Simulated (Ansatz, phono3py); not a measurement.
# Phonon transport in SrCl2 (Fm-3m), part 3 of 3

Aim: the lattice thermal conductivity of SrCl2 against temperature, and which phonons carry it.

Measurements to reproduce:
- thermal conductivity 2.3 W/m/K near room temperature (given in “Predicting the lattice thermal conductivity of solids by solving the Boltzmann transport equation: AFLOW - AAPL an automated, accurate and efficient framework”, 2017, arXiv:1611.05481)

Ansatz 0.2.0; DFT LDA, scalar-relativistic, plane waves, PAW.

So far, κ at 300 K (relaxation time) (W/m/K): step 6 (third-order constants on small settings, q-mesh of the …) 4.54. Also highest frequency (cm⁻¹): step 6 236. The relaxed cell has a = 6.800 Å (conventional setting).

## 7. Third-order constants on small settings, q-mesh of the transport sums 15×15×15, q-mesh 4×4×4

A small supercell and a short cutoff cost little, and show how far such settings carry.

The input, input.yaml:

```yaml
crystal:
  lattice:
    - [0.0, 3.4001734454, 3.4001734454]
    - [3.4001734454, 0.0, 3.4001734454]
    - [3.4001734454, 3.4001734454, 0.0]
  atoms:
    - { symbol: Sr, position: [0.0, 0.0, 0.0] }
    - { symbol: Cl, position: [0.25, 0.25, 0.25] }
    - { symbol: Cl, position: [0.75, 0.75, 0.75] }
kpoints:
  mp_grid: { grid: [4, 4, 4] }
hamiltonian:
  xc: lda
scf:
  occupations: { method: fixed }
output:
  eigenvalues: true
phonons:
  method: fd
  dielectric: true
  qmesh: [4, 4, 4]
  temperatures: { t_max: 1000, t_step: 50 }
  qpath:
    path:
      - [[0.0, 0.0, 0.0], [0.5, 0.0, 0.5], [0.625, 0.25, 0.625]]
      - [[0.375, 0.375, 0.75], [0.0, 0.0, 0.0], [0.5, 0.5, 0.5], [0.5, 0.25, 0.75], [0.5, 0.0, 0.5]]
    npoints: 10
  third_order: { supercell: [2, 2, 2], pair_cutoff: 3.095 }
  lattice_thermal_conductivity:
    qmesh: [15, 15, 15]
    temperatures: [100.0, 150.0, 200.0, 300.0, 400.0, 500.0, 600.0, 800.0]
    isotope_mass_variance:
      - { species: Cl, variance: 0.0005827 }
      - { species: Sr, variance: 6.1e-05 }
```

Started as:

```console
ansatz run input.yaml --threads 4 --pin off --max-ram 16384MiB --backend cpu --events-out ev --progress --plain --runs-dir out
```

Numbers of over 12 decimals in the logs are rounded to 6 here.

The program printed:

```text
[...]
Crystal: 12 atoms, lattice volume = 314.480 Å³
Basis set: ecut = 420 eV, 6119 PW (Γ), FFT grids on a1, a2, −2a1−2a2+a3
Bands: 60, of which v1, the nominal top of the filled ones, is band 48 counted from 1 (47 counted from 0)
Symmetry: 32 space group operations
k-points: 9 of 16
[...]
SCF iter   1: F=—  HF=-22160.377696 eV  |F-HF|=—  |Δ(HF+E_count)|=         —  Δρ=1.31e-8  dr2=3.88e-13  ethr=1.00e-12  ⟨swp⟩=3.0  Hψ=1362  notcnv=0
[...]
SCF iter   2: F=-22160.377696 eV  HF=-22160.377696 eV  |F-HF|=7.28e-12  |Δ(HF+E_count)|=  7.28e-12  Δρ=5.77e-9  dr2=5.22e-14  ethr=1.00e-12  ⟨swp⟩=3.0  Hψ=1220  notcnv=0
SCF 1 converged in 2 iterations: F = -22160.377696 eV  dr2 = 5.22e-14
[...]
Crystal: 3 atoms, lattice volume = 78.620 Å³
Basis set: ecut = 420 eV, 1471 PW (Γ), exchange–correlation on 72×72×72 points (8 copies of the dense FFT grid, shifted against one another)
Bands: 16, of which v1, the nominal top of the filled ones, is band 12 counted from 1 (11 counted from 0)
Symmetry: 48 space group operations
k-points: 13 of 64 (irreducible under 8 space group operations, time reversal used)
[...]
SCF iter   3: F=-5540.094425 eV  HF=-5540.094425 eV  |F-HF|=1.82e-12  |Δ(HF+E_count)|=    0.00e0  Δρ=8.22e-8  dr2=1.76e-12  ethr=1.00e-12  ⟨swp⟩=1.0  Hψ=468  notcnv=0
SCF 2 converged in 3 iterations: F = -5540.094425 eV  dr2 = 1.76e-12
[...]
Symmetry: 1 space group operations
k-points: 10 of 16 (time reversal used)
[...]
SCF iter   7: F=-22160.377682 eV  HF=-22160.377682 eV  |F-HF|=7.28e-12  |Δ(HF+E_count)|=    0.00e0  Δρ=1.81e-8  dr2=1.96e-12  ethr=1.00e-12  ⟨swp⟩=6.0  Hψ=2764  notcnv=0
SCF 3 converged in 7 iterations: F = -22160.377682 eV  dr2 = 1.96e-12
[...]
SCF iter   6: F=-22160.377685 eV  HF=-22160.377685 eV  |F-HF|=7.28e-12  |Δ(HF+E_count)|=  1.09e-11  Δρ=2.61e-8  dr2=2.92e-12  ethr=1.00e-12  ⟨swp⟩=6.0  Hψ=2802  notcnv=0
SCF 4 converged in 6 iterations: F = -22160.377685 eV  dr2 = 2.92e-12
[...]
SCF iter   3: F=-22160.377685 eV  HF=-22160.377685 eV  |F-HF|=3.64e-12  |Δ(HF+E_count)|=  1.09e-11  Δρ=1.38e-8  dr2=3.32e-13  ethr=1.00e-12  ⟨swp⟩=6.0  Hψ=2701  notcnv=0
SCF 5 converged in 3 iterations: F = -22160.377685 eV  dr2 = 3.32e-13
Basis set: ecut = 420 eV, 6075 PW (Γ), FFT grids on a1, a2, −a1+2a2+a3
Symmetry: 16 space group operations
k-points: 7 of 16
SCF iter   1: F=—  HF=-22160.377697 eV  |F-HF|=—  |Δ(HF+E_count)|=         —  Δρ=5.42e-8  dr2=1.39e-11  ethr=1.00e-12  ⟨swp⟩=3.0  Hψ=1041  notcnv=0
[...]
SCF iter   2: F=-22160.377697 eV  HF=-22160.377697 eV  |F-HF|=7.28e-12  |Δ(HF+E_count)|=  7.28e-12  Δρ=1.64e-8  dr2=1.44e-12  ethr=1.00e-12  ⟨swp⟩=3.0  Hψ=1120  notcnv=0
SCF 6 converged in 2 iterations: F = -22160.377697 eV  dr2 = 1.44e-12
Symmetry: 2 space group operations
k-points: 7 of 16 (time reversal used)
[...]
SCF iter   7: F=-22160.377681 eV  HF=-22160.377681 eV  |F-HF|=0.00e0  |Δ(HF+E_count)|=  1.82e-11  Δρ=2.05e-8  dr2=2.52e-12  ethr=1.00e-12  ⟨swp⟩=6.0  Hψ=1956  notcnv=0
SCF 7 converged in 7 iterations: F = -22160.377681 eV  dr2 = 2.52e-12
[...]
SCF iter   7: F=-22160.377685 eV  HF=-22160.377685 eV  |F-HF|=3.64e-12  |Δ(HF+E_count)|=  7.28e-12  Δρ=1.98e-8  dr2=2.40e-12  ethr=1.00e-12  ⟨swp⟩=6.0  Hψ=2760  notcnv=0
SCF 8 converged in 7 iterations: F = -22160.377685 eV  dr2 = 2.40e-12
[...]
SCF 9 converged in 6 iterations: F = -22160.377686 eV  dr2 = 2.93e-12
[...]
SCF 10 converged in 3 iterations: F = -22160.377686 eV  dr2 = 3.15e-13
[...]
SCF 11 converged in 6 iterations: F = -22160.377686 eV  dr2 = 2.75e-12
[...]
SCF 12 converged in 3 iterations: F = -22160.377686 eV  dr2 = 3.78e-13
Basis set: ecut = 420 eV, 6089 PW (Γ), FFT grids on a1, a2, −2a1+2a2+a3
Symmetry: 64 space group operations
k-points: 6 of 16
[...]
SCF 13 converged in 2 iterations: F = -22160.377696 eV  dr2 = 7.64e-12
[...]
SCF 14 converged in 7 iterations: F = -22160.377682 eV  dr2 = 1.66e-12
[...]
SCF 15 converged in 6 iterations: F = -22160.377685 eV  dr2 = 3.68e-12
Basis set: ecut = 420 eV, 6123 PW (Γ), FFT grids on a1, a2, 2a1−a2+a3
k-points: 5 of 16
[...]
SCF 16 converged in 2 iterations: F = -22160.377696 eV  dr2 = 5.95e-12
[...]
SCF 17 converged in 7 iterations: F = -22160.377682 eV  dr2 = 1.57e-12
k-points: 8 of 16 (time reversal used)
[...]
SCF 18 converged in 6 iterations: F = -22160.377685 eV  dr2 = 2.60e-12
[...]
SCF 19 converged in 3 iterations: F = -22160.377685 eV  dr2 = 6.65e-13
Basis set: ecut = 420 eV, 6071 PW (Γ), FFT grids on a1, a2, −a1−a2+a3
k-points: 4 of 16
[...]
SCF 20 converged in 2 iterations: F = -22160.377697 eV  dr2 = 2.81e-12
[...]
SCF 21 converged in 7 iterations: F = -22160.377683 eV  dr2 = 2.35e-12
[...]
SCF 22 converged in 6 iterations: F = -22160.377686 eV  dr2 = 2.64e-12
[...]
SCF 23 converged in 3 iterations: F = -22160.377686 eV  dr2 = 3.79e-13
Crystal: 24 atoms, lattice volume = 628.960 Å³
Basis set: ecut = 420 eV, 12339 PW (Γ)
Bands: 120, of which v1, the nominal top of the filled ones, is band 96 counted from 1 (95 counted from 0)
Symmetry: 96 space group operations
k-points: 4 of 8
[...]
SCF 24 converged in 8 iterations: F = -44320.755393 eV  dr2 = 6.88e-11
[...]
Symmetry: 6 space group operations
[...]
SCF 25 converged in 7 iterations: F = -44320.753374 eV  dr2 = 3.94e-10
k-points: 6 of 8
[...]
SCF 26 converged in 8 iterations: F = -44320.749018 eV  dr2 = 5.94e-11
[...]
SCF 27 converged in 7 iterations: F = -44320.753687 eV  dr2 = 3.32e-10
[...]
SCF 36 converged in 7 iterations: F = -44320.751526 eV  dr2 = 4.68e-10
[...]
SCF 37 converged in 7 iterations: F = -44320.751820 eV  dr2 = 4.79e-10
[...]
SCF 38 converged in 7 iterations: F = -44320.752318 eV  dr2 = 4.58e-10
[...]
SCF 39 converged in 7 iterations: F = -44320.751334 eV  dr2 = 4.41e-10
[...]
SCF 40 converged in 6 iterations: F = -44320.753852 eV  dr2 = 3.54e-10
[...]
SCF 46 converged in 7 iterations: F = -44320.751565 eV  dr2 = 4.74e-10
[...]
SCF 47 converged in 7 iterations: F = -44320.751773 eV  dr2 = 4.12e-10
[...]
SCF iter   7: F=-44320.751870 eV  HF=-44320.751870 eV  |F-HF|=2.40e-10  |Δ(HF+E_count)|=  8.37e-10  Δρ=2.20e-7  dr2=4.91e-10  ethr=1.00e-12  ⟨swp⟩=5.0  Hψ=2727  notcnv=0
SCF 48 converged in 7 iterations: F = -44320.751870 eV  dr2 = 4.91e-10
[...]
SCF iter   6: F=-44320.753773 eV  HF=-44320.753773 eV  |F-HF|=6.55e-11  |Δ(HF+E_count)|=  8.80e-10  Δρ=1.93e-7  dr2=3.43e-10  ethr=1.00e-12  ⟨swp⟩=5.0  Hψ=1821  notcnv=0
SCF 49 converged in 6 iterations: F = -44320.753773 eV  dr2 = 3.43e-10
[...]
SCF iter   7: F=-44320.751108 eV  HF=-44320.751108 eV  |F-HF|=1.67e-10  |Δ(HF+E_count)|=   1.24e-9  Δρ=2.02e-7  dr2=4.30e-10  ethr=1.00e-12  ⟨swp⟩=5.0  Hψ=2711  notcnv=0
SCF 50 converged in 7 iterations: F = -44320.751108 eV  dr2 = 4.30e-10
[...]
SCF iter   7: F=-44320.752339 eV  HF=-44320.752339 eV  |F-HF|=2.04e-10  |Δ(HF+E_count)|=  8.44e-10  Δρ=2.09e-7  dr2=4.53e-10  ethr=1.00e-12  ⟨swp⟩=5.0  Hψ=2716  notcnv=0
SCF 51 converged in 7 iterations: F = -44320.752339 eV  dr2 = 4.53e-10
[...]
SCF iter   6: F=-44320.754086 eV  HF=-44320.754086 eV  |F-HF|=4.37e-11  |Δ(HF+E_count)|=  6.26e-10  Δρ=1.55e-7  dr2=2.38e-10  ethr=1.00e-12  ⟨swp⟩=5.0  Hψ=2603  notcnv=0
SCF 52 converged in 6 iterations: F = -44320.754086 eV  dr2 = 2.38e-10
[...]
SCF iter   7: F=-44320.750296 eV  HF=-44320.750296 eV  |F-HF|=0.00e0  |Δ(HF+E_count)|=  3.49e-10  Δρ=9.39e-8  dr2=8.10e-11  ethr=1.00e-12  ⟨swp⟩=4.0  Hψ=2419  notcnv=0
SCF 53 converged in 7 iterations: F = -44320.750296 eV  dr2 = 8.10e-11
[...]
SCF iter   7: F=-44320.751513 eV  HF=-44320.751513 eV  |F-HF|=1.89e-10  |Δ(HF+E_count)|=   1.14e-9  Δρ=2.11e-7  dr2=4.66e-10  ethr=1.00e-12  ⟨swp⟩=5.0  Hψ=3671  notcnv=0
SCF 54 converged in 7 iterations: F = -44320.751513 eV  dr2 = 4.66e-10
[...]
SCF iter   7: F=-44320.752017 eV  HF=-44320.752017 eV  |F-HF|=1.67e-10  |Δ(HF+E_count)|=  9.75e-10  Δρ=2.05e-7  dr2=4.41e-10  ethr=1.00e-12  ⟨swp⟩=5.0  Hψ=3674  notcnv=0
SCF 55 converged in 7 iterations: F = -44320.752017 eV  dr2 = 4.41e-10
[...]
SCF iter   7: F=-44320.751798 eV  HF=-44320.751798 eV  |F-HF|=2.04e-10  |Δ(HF+E_count)|=   1.10e-9  Δρ=2.24e-7  dr2=4.90e-10  ethr=1.00e-12  ⟨swp⟩=5.0  Hψ=2756  notcnv=0
SCF 56 converged in 7 iterations: F = -44320.751798 eV  dr2 = 4.90e-10
[...]
SCF iter   7: F=-44320.751738 eV  HF=-44320.751738 eV  |F-HF|=1.89e-10  |Δ(HF+E_count)|=  8.80e-10  Δρ=2.04e-7  dr2=4.29e-10  ethr=1.00e-12  ⟨swp⟩=5.0  Hψ=2746  notcnv=0
SCF 57 converged in 7 iterations: F = -44320.751738 eV  dr2 = 4.29e-10
SCF converged after 2 iterations
Free energy (F): -22160.377696 eV
[...]
Internal energy: -22160.377696 eV  (E = F + TS)
E sigma→0 (E₀):  -22160.377696 eV
Fermi energy:    3.621835 eV
[...]
--- Band table (eV; the first three rows and the last of 9) ---
  k-point 0: bands = [... 44 lower, 3.2458, 3.3148, 3.3148, 3.6218, 8.7227, 8.7953, 9.3991, 9.3991, ... 8 higher]
  k-point 1: bands = [... 44 lower, 2.9619, 2.9619, 3.0744, 3.0744, 9.3917, 9.3917, 9.8731, 9.8731, ... 8 higher]
  k-point 2: bands = [... 44 lower, 3.2535, 3.2535, 3.2535, 3.2535, 9.3936, 9.3936, 10.0285, 10.0285, ... 8 higher]
  k-point 8: bands = [... 44 lower, 3.2468, 3.2468, 3.5014, 3.5014, 9.5453, 9.5453, 10.1288, 10.1288, ... 8 higher]
--- Phonons: 17 displaced members + 5 references (amplitude of the first 0.0025 Å, Σ member SCF iterations 93) ---
  ASR residual: 6.036e-4 → 0.000e0 eV/Å²; symmetrization residual: 7.173e-5 eV/Å²
  largest component of a force at the reference: 4.6e-8 eV/Å
  ASR residual per site (eV/Å²): 6.04e-4 1.87e-4 1.87e-4
  Γ frequencies (cm⁻¹): 0.00 0.00 0.00 155.20 155.20 155.20 191.40 191.40 191.40
[...]
ε∞ (high-frequency dielectric tensor):
        3.112246     0.000000     0.000000
        0.000000     3.112246    -0.000000
       -0.000000     0.000000     3.112246
[...]
Born effective charges Z* (e; rows j = field, columns β = displacement):
    site 0:
         2.48741    0.00000   -0.00000
         0.00000    2.48741    0.00000
         0.00000   -0.00000    2.48741
    site 1:
        -1.24370   -0.00000    0.00000
        -0.00000   -1.24370   -0.00000
         0.00000    0.00000   -1.24370
    site 2:
        -1.24370   -0.00000    0.00000
        -0.00000   -1.24370   -0.00000
         0.00000    0.00000   -1.24370
  Z* charge neutrality: 2.703e-6 e pre-enforcement
[...]
optical modes at Γ without the LO–TO term, one row a degenerate level:
      ω (cm⁻¹)  modes    IR ((D/Å)²/amu)
        155.20      3            10.9273
        191.40      3             0.0000
  optical modes at Γ + LO–TO along q̂ = [1.0000, 0.0000, 0.0000]:
      ω (cm⁻¹)  modes    IR ((D/Å)²/amu)
        155.20      2             7.2848
        191.40      3             0.0000
        236.30      1             3.6424
  optical modes at Γ + LO–TO along q̂ = [0.0000, 1.0000, 0.0000]:
      ω (cm⁻¹)  modes    IR ((D/Å)²/amu)
        155.20      2             7.2848
        191.40      3             0.0000
        236.30      1             3.6424
  optical modes at Γ + LO–TO along q̂ = [0.0000, 0.0000, 1.0000]:
      ω (cm⁻¹)  modes    IR ((D/Å)²/amu)
        155.20      2             7.2848
        191.40      3             0.0000
        236.30      1             3.6424
--- Phonons (by wavevector): 8 wavevectors in 5 supercells ---
  supercell 1 (4 cells, vectors [1, 0, 0], [-1, 1, 1], [0, 0, 4] in multiples of the cell's): 3 displaced members by 0.0025 Å; free energy -22160.377696 eV; taken off its force constants: by the sum rule 1.2e-4, by the symmetrisation 3.2e-5 eV/Å²
[...]
q = [0.0000, 0.0000, 0.0000] (star 1, supercell 1; hermiticity 4.45e-17, symmetrization 8.00e-6): -0.00 -0.00 -0.00 155.20 155.20 155.20 191.40 191.40 191.40
[...]
joined force constants: q→R imaginary residual 3.58e-18
[...]
51 force-constant blocks with the first atom in the home cell, fitted with 9 parameters over 4 symmetry orbits; no atom triplet left out
[...]
100.00           15.4783         15.6416           7          converged          7.488e-1
      150.00            9.9189         10.0305           7          converged          7.375e-1
      200.00            7.4238          7.5084           7          converged          7.328e-1
      300.00            5.0114          5.0687           7          converged          7.287e-1
      400.00            3.8165          3.8600           7          converged          7.270e-1
      500.00            3.0993          3.1345           7          converged          7.260e-1
      600.00            2.6203          2.6497           7          converged          7.254e-1
      800.00            2.0195          2.0418           7          converged          7.247e-1
```

Run time: 4.4 min. Hardware: 4 threads of Arm Neoverse V1, shared host; peak memory 1.9 GiB; 17 min of CPU time.

Numbers from this step:

```
zero-point energy                          : 0.07999 eV/cell
κ at 300 K (relaxation time)               : 5.011 W/m/K
κ at 300 K (full solution)                 : 5.069 W/m/K
mean free path at half of κ                : 11.8 nm
share of κ above the three lowest branches : 0.261
largest relative sum-rule correction       : 0.08896
```

W/m/K. Kappa, by row:

```tsv
T (K)	RTA xx	RTA yy	RTA zz	full xx	full yy	full zz	coherence part xx	coherence part yy	coherence part zz	ending	iterations	least Ritz value
100	15.48	15.48	15.48	15.64	15.64	15.64	0.1409	0.1409	0.1409	converged	7	0.749
150	9.919	9.919	9.919	10.03	10.03	10.03	0.1812	0.1812	0.1812	converged	7	0.738
200	7.424	7.424	7.424	7.508	7.508	7.508	0.1994	0.1994	0.1994	converged	7	0.733
300	5.011	5.011	5.011	5.069	5.069	5.069	0.2126	0.2126	0.2126	converged	7	0.729
400	3.817	3.817	3.817	3.86	3.86	3.86	0.216	0.216	0.216	converged	7	0.727
500	3.099	3.099	3.099	3.134	3.134	3.134	0.2165	0.2165	0.2165	converged	7	0.726
600	2.62	2.62	2.62	2.65	2.65	2.65	0.216	0.216	0.216	converged	7	0.725
800	2.02	2.02	2.02	2.042	2.042	2.042	0.2141	0.2141	0.2141	converged	7	0.725
```

This rung gives 5.01 W/(m K) at 300 K by relaxation time, but with 24 atoms, 1 neighbour distance inside the cutoff and a 15×15×15 mesh it is a test, not the conductivity of the crystal.

For the κ at 300 K (relaxation time), step 6 gave 4.54 W/m/K; this run, with q-mesh of the transport sums 15×15×15 and q-mesh 4×4×4, gives 5.01 W/m/K (+10 %).

## 8. Levels and costs side by side

Ladder, by row:

```tsv
cells or q mesh	k mesh	pair cutoff	atoms in the supercell	q-mesh of the transport sums	κ at 300 K (relaxation time) (W/m/K)	κ at 300 K (full solution) (W/m/K)	core-minutes
2x2x2	4x4x4	3.095	24	9×9×9	4.544	4.578	13.5
4x4x4	4x4x4	3.095	24	15×15×15	5.011	5.069	16.7
```

## 9. Outcome

* conductivity: not obtained on sound settings

**Reading.** No conductivity was obtained: no run with a large enough supercell and cutoff finished.

[Logs are printed without paths, hosts, clocks, repeated set-up lines and the standing remarks that a program may print on its own settings, such as how far it seeks lower states.]

[Hosts, paths, dates, database ids (printed as entryN), source tags and the programs' standing remarks are cut or masked in the printed files.]

[A step with changed settings may run another functional than the one named; its input shows which.]
